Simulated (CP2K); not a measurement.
The O K edge of acetamide was computed by TDDFT (CP2K XAS_TDP, aug-cc-pVDZ, TDA) at these levels: PBEh(45%), PBEh(45%) + GW2X and PBEh(60%). The first three lines of O4 (bonded to C) with a strength over 0.0015, energy in eV and strength:

| run | first | second | third |
| --- | --- | --- | --- |
| 1 | 527.49 (0.036) | 531.08 (0.002) | 531.28 (0.002) |
| 2 | 532.27 (0.036) | 535.86 (0.002) | 536.06 (0.002) |
| 3 | 533.30 (0.041) | 538.08 (0.004) | 538.27 (0.003) |

Question: Which run is which?

Run 1: PBEh(45%) (45 % exact exchange). Run 2: PBEh(45%) + GW2X (45 % exact exchange). Run 3: PBEh(60%) (60 % exact exchange). Self-interaction lifts the core level, so the uncorrected lines rise with the share of exact exchange. The GW2X run keeps the spacings of its parent: 3.59 eV between the first two lines in run 2, 3.59 eV in run 1. Its shift is +4.78 eV, since the Kohn–Sham level at this share of exchange lies that far above the quasiparticle level.

[Hosts, paths, dates, database ids (printed as entryN), source tags and the programs' standing remarks are cut or masked in the printed files.]
